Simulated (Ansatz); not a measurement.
# V_O in MgO (Fm-3m) against the share of exact exchange

Question: how much does the share of exact exchange change the (+1/0) level of V_O in MgO (Fm-3m), and what does each choice cost? Model: a cell of 72 host atoms with 1 O taken out.

Program: Ansatz 0.2.0. Level of theory: plane-wave PAW DFT; relaxations with PBEsol, then single points with PBEsol and HSE06 form with several shares of exact exchange, on supercells at fixed charge in a uniform background. Results are calculated unless marked as measured.

### 1. The structure

The cell holds 71 atoms: 36 Mg and 35 O. Its edges and angles: a = 8.941 Å, b = 8.941 Å, c = 11.921 Å, α = 60.0°, β = 60.0°, γ = 60.0°. It derives from MgO (space group Fm-3m). Nearest the centre at fractional (0.500, 0.500, 0.625): Mg60 at 2.11 Å, Mg44 at 2.11 Å, Mg46 at 2.11 Å, Mg62 at 2.11 Å, Mg38 at 2.11 Å, Mg68 at 2.11 Å, O30 at 2.98 Å, O14 at 2.98 Å. The cell carries charge +1.

Coordinates:

```xyz
71
Lattice="0.0000 6.3223 6.3223 6.3223 0.0000 6.3223 8.4297 8.4297 0.0000" Properties=species:S:1:pos:R:3 pbc="T T T"
Mg    0.0000    0.0000    0.0000
O     2.1075    2.1075    2.1075
Mg    2.1074    2.1074    0.0000
O     4.2149    4.2149    2.1075
Mg    4.2149    4.2149    0.0000
O     6.3223    6.3223    2.1075
Mg    6.3223    6.3223    0.0000
O     8.4298    8.4298    2.1075
Mg    2.1074    0.0000    2.1074
O     4.2149    2.1075    4.2149
Mg    4.2148    2.1074    2.1074
O     6.3223    4.2149    4.2149
Mg    6.3223    4.2149    2.1074
O     8.4297    6.3223    4.2149
Mg    8.4297    6.3223    2.1074
O    10.5372    8.4298    4.2149
Mg    4.2149    0.0000    4.2149
O     6.3223    2.1075    6.3223
Mg    6.3223    2.1074    4.2149
O     8.4297    4.2149    6.3223
Mg    8.4298    4.2149    4.2149
O    10.5371    6.3223    6.3223
Mg   10.5372    6.3223    4.2149
O    12.6446    8.4298    6.3223
Mg    0.0000    2.1074    2.1074
O     2.1075    4.2149    4.2149
Mg    2.1074    4.2148    2.1074
O     4.2149    6.3223    4.2149
Mg    4.2149    6.3223    2.1074
O     6.3223    8.4297    4.2149
Mg    6.3223    8.4297    2.1074
O     8.4298   10.5372    4.2149
Mg    2.1074    2.1074    4.2148
O     4.2149    4.2149    6.3223
Mg    4.2148    4.2148    4.2148
O     6.3223    6.3223    6.3223
Mg    6.3223    6.3223    4.2148
Mg    8.4297    8.4297    4.2148
O    10.5372   10.5372    6.3223
Mg    4.2149    2.1074    6.3223
O     6.3223    4.2149    8.4297
Mg    6.3223    4.2148    6.3223
O     8.4297    6.3223    8.4297
Mg    8.4298    6.3223    6.3223
O    10.5371    8.4297    8.4297
Mg   10.5372    8.4297    6.3223
O    12.6446   10.5372    8.4297
Mg    0.0000    4.2149    4.2149
O     2.1075    6.3223    6.3223
Mg    2.1074    6.3223    4.2149
O     4.2149    8.4297    6.3223
Mg    4.2149    8.4298    4.2149
O     6.3223   10.5371    6.3223
Mg    6.3223   10.5372    4.2149
O     8.4298   12.6446    6.3223
Mg    2.1074    4.2149    6.3223
O     4.2149    6.3223    8.4297
Mg    4.2148    6.3223    6.3223
O     6.3223    8.4297    8.4297
Mg    6.3223    8.4298    6.3223
O     8.4297   10.5371    8.4297
Mg    8.4297   10.5372    6.3223
O    10.5372   12.6446    8.4297
Mg    4.2149    4.2149    8.4298
O     6.3223    6.3223   10.5371
Mg    6.3223    6.3223    8.4298
O     8.4297    8.4297   10.5371
Mg    8.4298    8.4298    8.4298
O    10.5371   10.5371   10.5371
Mg   10.5372   10.5372    8.4298
O    12.6446   12.6446   10.5371
```

Screening for the image-charge correction: ε∞ = 3.24, ε0 = 10.37, computed on the host (DFPT, PBEsol).

The cell's shortest repeat is 8.9 Å.

### 2. Relaxing both charge states, PBEsol

The study needs fixed structures, so each charge is relaxed once, at one point at (¼, ¼, ¼), from small random displacements that break the symmetry of the site.

The input, qp1_M1.relax/input.yaml:

```yaml
crystal:
  lattice:
    - [0.0, 2.10743285, 2.10743285]
    - [2.10743285, 0.0, 2.10743285]
    - [2.10743285, 2.10743285, 0.0]
  atoms:
    - { symbol: Mg, position: [0.0, 0.0, 0.0] }
    - { symbol: O, position: [0.5, 0.5, 0.5] }
  supercell: [3, 3, 4]
  defects: [{ vacancy: 37 }]
total_charge: 1
basis:
  ecutwfc: 420
  xc_grid: 2
hamiltonian:
  xc: pbesol
  pseudopotentials: { kind: paw, azcp: { folder: soft_1 }, xc_functional: pbe }
kpoints:
  mp_grid: { grid: [1, 1, 1], shift: [0.25, 0.25, 0.25] }
magnetization:
  spin_polarized: true
  initial_magnetization: 1
  spin_locking: { lock_magnetization: hard }
scf:
  occupations: { method: fixed }
  max_iter: 80
output:
  forces: true
  charged_corrections:
    epsilon: 3.24
    static_epsilon: 10.37
    defect_position: [0.5, 0.5, 0.625]
relax:
  f_tol: 0.015
  max_steps: 60
  random_displacement: { amplitude: 0.04, seed: 3476 }
checkpoint:
  write: "../qp1_M1.relax.run"
  compress: false
  write_wavefunctions: true
  write_every: 100000
```

Command:

```bash
$ ansatz run input.yaml --threads 32 --pin off --max-ram 84787MiB --backend cuda --events-out ev --progress --plain --runs-dir out --max-vram 78GiB
```

Numbers of over 12 decimals in the logs are rounded to 6 here.

The program printed:

```text
[... repeated set-up lines and file paths are left out, and long positions are rounded to six places ...]
Engine: ansatz 0.2.0, aarch64-unknown-linux-gnu
Pseudopotentials: kind: paw
Pseudopotential: Mg, paw, valence charge 10, recommended cutoff 420 eV (normal), soft_1/Mg.paw.azcp
Pseudopotential: O, paw, valence charge 6, recommended cutoff 420 eV (normal), soft_1/O.paw.azcp
Functional definition: PBEsol
  exchange = pbesol_x
  correlation = pbesol_c
[...]
Crystal: 71 atoms, lattice volume = 673.897 Å³
Basis set: ecut = 420 eV, 13123 PW (Γ), exchange–correlation on 120×120×160 points (8 copies of the dense FFT grid, shifted against one another)
Bands: 356, of which v1, the nominal top of the filled ones, is band 285 counted from 1 (284 counted from 0)
Symmetry: 1 space group operations
k-points: 1
Non-local potential: Mg, projectors of the file, l = 0: 3, l = 1: 2, l = 2: 1
Non-local potential: O, projectors of the file, l = 0: 2, l = 1: 2, l = 2: 1
PAW form: soft (Blöchl's): semilocal exchange-correlation on the pseudo side does not see the compensation charge
PAW frozen core: Mg, regenerated for the run's functional, and the local potential with it (the file was generated under x = pbe(κ = 0.804, μ = 0.219515), c = pbe(β = 0.066725))
PAW frozen core: O, regenerated for the run's functional, and the local potential with it (the file was generated under x = pbe(κ = 0.804, μ = 0.219515), c = pbe(β = 0.066725))
PAW one-centre angular grid: Mg, 110 points (default); XC on 64 Gauss nodes
PAW one-centre angular grid: O, 110 points (default); XC on 64 Gauss nodes
Initial density: superposition of atomic densities (chi_scale 0.1, normalization cell, long waves kept (reshape's long-wave potential 0.38 eV rms))
Starting moments: Σ|m| = 1 μB on 71 of 71 sites
Initial wavefunctions: pseudopotential atomic-orbital guess
[...]
Functional: x = pbesol(κ = 0.804, μ = 0.123457), c = pbesol(β = 0.046)
SCF iter   1: F=—  HF=-88576.353333 eV  |Δ(HF+E_count)|=         —  Δρ=3.87e-2 (↑3.60e-2 ↓3.87e-2)  dr2=1.93e1  dr2_m=7.28e-2  M=1.000 μB ∫|m|=1.046 μB  Hψ=2336
preconditioner: auto → Resta (q_TF=auto, 2.652 Å⁻¹)  ε∞=3.4  [insulator: Δε(μ)=1.037 eV  Ē_g=15.457 eV  n_scr=214 (ndim 8)  ℏωp=24.0 eV  f_vac=0.000  ε∞_Penn≈3.4]
spin=Collinear: Resta preconditioning applied to the charge; magnetization (m = ρ↑ − ρ↓) channel mixes plain (no charge-response kernel on spin).
SCF iter   2: F=—  HF=-88574.780027 eV  |Δ(HF+E_count)|=    1.57e0  Δρ=2.65e-2 (↑2.46e-2 ↓2.65e-2)  dr2=9.81e0  dr2_m=4.09e-2  M=1.000 μB ∫|m|=1.048 μB  Hψ=766
[...]
SCF iter   8: F=-88575.362674 eV  HF=-88575.362674 eV  |Δ(HF+E_count)|=   1.19e-5  Δρ=1.12e-5 (↑1.09e-5 ↓1.12e-5)  dr2=1.90e-6  dr2_m=9.38e-9  M=1.000 μB ∫|m|=1.050 μB  Hψ=1859
SCF 1 converged in 8 iterations: F = -88575.362674 eV  dr2 = 1.90e-6
[...]
relax step   1: F+E_penalty+E_count = -88575.36267417 eV  Δ(F+E_penalty+E_count) = +0.000e0 eV  max|allowed force component| = 1.715e0 eV/Å  Δτ_max = 0.0000 Å  (8 SCF iters, dr2 threshold 5.63e-6 eV, accepted)
[...]
relax step   2: F+E_penalty+E_count = -88576.26865420 eV  Δ(F+E_penalty+E_count) = -9.060e-1 eV  max|allowed force component| = 4.714e-1 eV/Å  Δτ_max = 0.1105 Å  (5 SCF iters, dr2 threshold 1.00e-4 eV, accepted)
[...]
relax step   4: F+E_penalty+E_count = -88576.52212868 eV  Δ(F+E_penalty+E_count) = -1.054e-3 eV  max|allowed force component| = 1.984e-3 eV/Å  Δτ_max = 0.0037 Å  (5 SCF iters, accepted)
[...]
NSCF: frozen V_eff on 1 k-points
[...]
SCF converged after 5 iterations
Magnetization: 1.0000 μB (285.0000 up, 284.0000 down)
Absolute magnetization: 1.0386 μB (∫|ρ↑−ρ↓|, with the PAW one-centre terms)
Spin contamination: 0.0023 ħ² per cell (⟨S²⟩ above its minimum at these occupations)
Per-site moments (μB) at R_I (Å): [(4.939515469516181e-5, 0.865079), (0.000379768, 0.866177), (4.9401451099725665e-5, 0.865100), [... 6 left out ...]
Free energy (F): -88576.522129 eV
Harris-Foulkes:  -88576.522129 eV  (|F-HF|=4.99e-8)
Internal energy: -88576.522129 eV  (E = F + TS)
E sigma→0 (E₀):  -88576.522129 eV
Fermi energy:    9.677233 (↑ 9.677233, ↓ 7.741244) eV
--- Per-component energies (eV) ---
  E_band       = -10634.920926
  E_kinetic    = 8555.475400
  E_local      = -61508.830942  (includes V_loc(G=0)·N_el)
  E_nonlocal   = 8861.250284
  E_hartree    = 20479.487643
  E_xc         = -3495.701024
  E_vxc        = -4502.850339  (∫ρ·V_xc dr)
  E_paw        = -15909.534201  (= ΣΔE_a)
  E_vpaw       = -2998.978407  (= ΣTr[D̂ρ^β])
  E_aug_tail   = 0.025386  (compensation charges beyond the density's cutoff)
  E_ewald      = -45562.048795
  E_core_change = 3.354121  (= ΣΔE_core)
  E_smearing   = -0.000000  (= −TS)
  E_closure    = -0.000000  (closes the sum)
  E_deformation_potential = 18.095669  (in the stress; not in F)
  Σ components = -88576.522129   (vs F -88576.522129, Δ=0.00e0)
--- Forces (eV/Å), atoms counted from 1 ---
  atom   1  Mg    -0.00000730     0.00033559     0.00020808
  atom   2  O      0.00007274     0.00026464    -0.00096082
  [... 4 atoms left out ...]
  [... 65 more lines of this table ...]
  max |Σ_I F_I| component: 1.02e-4 eV/Å
--- Charged-cell corrections in eV (Makov–Payne, q = +1.000 e, ε = 10.370) ---
  F (periodic)     = -88576.522129  (uncorrected; the corrections below are reported, never added to it)
  E_corr1          = +0.225087  (monopole, q²α_M/2εL)
  F Makov-Payne    = -88576.297041  (F + E_corr1; no measured alignment; for a localised charge, not one spread in a band: unchecked)
  no potential alignment in this run, which stands beside a crystal: run the host's input off ansatz write-host-input, and read the two finished runs by ansatz place-levels (neither reads a slab, a wire or a sheet, whose cell leaves a vacuum)
--- Band table (eV) ---
  k-point 0 ↑: bands = ["-64.2454", "-64.2453", "-64.2338", "-64.2331", "-64.2331", "-64.2323", "-64.0508", "-64.0494", "-64.0491", [... rest cut ...]
  k-point 0 ↓: bands = ["-64.2369", "-64.2368", "-64.2250", "-64.2244", "-64.2243", "-64.2236", "-64.0503", "-64.0489", "-64.0486", [... rest cut ...]
--- Relaxed structure (4 steps of the walk, 4 accepted, 0 SCFs on fresh bases) ---
  F+E_penalty+E_count = -88576.52212868 eV   max|allowed force component| = 1.984e-3 eV/Å
  atoms:
    - { symbol: Mg, position: [-0.000826, -0.000291, 0.001288] }
    - { symbol: O, position: [0.167005, 0.167541, 0.123908] }
    [... 4 atoms left out ...]
  [... 65 more lines of this table ...]
```

Elapsed: 3.1 s, on 1 × NVIDIA GB200 with 32 threads of Arm Neoverse V2, shared host; peak memory 1.6 GiB.

Relaxation path:

```
step  energy less that of the first step (eV)  largest force component (eV/Å)
   1                                   0.0000                          1.7150
   2                                  -0.9060                          0.4714
   3                                  -1.1584                          0.0337
   4                                  -1.1595                          0.0020
```

The atoms that moved most (Å, from the sites as typed, ahead of the random displacement, the mean shift of all atoms taken out):

```
atom      dx      dy      dz  length
Mg62   0.002   0.104  -0.003   0.104
Mg46   0.104   0.002  -0.003   0.104
Mg44  -0.002  -0.104   0.003   0.104
Mg60  -0.104  -0.002   0.003   0.104
Mg68  -0.002  -0.002   0.102   0.102
Mg38   0.002   0.002  -0.102   0.102
 O36   0.021   0.021   0.000   0.030
 O39  -0.021  -0.021   0.000   0.030
```

Neighbours of the ideal centre at the end:

```
atom  distance (Å)
Mg60         2.209
Mg38         2.209
Mg68         2.209
Mg62         2.210
Mg44         2.212
Mg46         2.213
 O59         2.949
 O32         2.950
 O36         2.950
 O39         2.951
 O43         2.952
 O16         2.952
 O53         2.953
 O30         2.955
 O61         2.955
 O14         2.957
```

```
charge  moment (μB)  steps  largest displacement (Å)   time
     0            0      4                      0.02  2.6 s
    +1            1      4                      0.10  3.1 s
```

The relaxation ends 16 meV an atom lower than the displaced start, with a largest force component of 0.0020 eV/Å.

(Part 1 of 2 ends here.)

[Logs are printed without paths, hosts, clocks, repeated set-up lines and the standing remarks that a program may print on its own settings, such as how far it seeks lower states.]

[Hosts, paths, dates, database ids (printed as entryN), source tags and the programs' standing remarks are cut or masked in the printed files.]

[Where a table of states has a column of steps, it counts the stored structures, which are thinned; the runs took as many ionic steps or more.]

[For some hosts the program warned that the k-mesh of the response run may be too coarse for force constants and the static dielectric constant; such warnings are not shown here.]
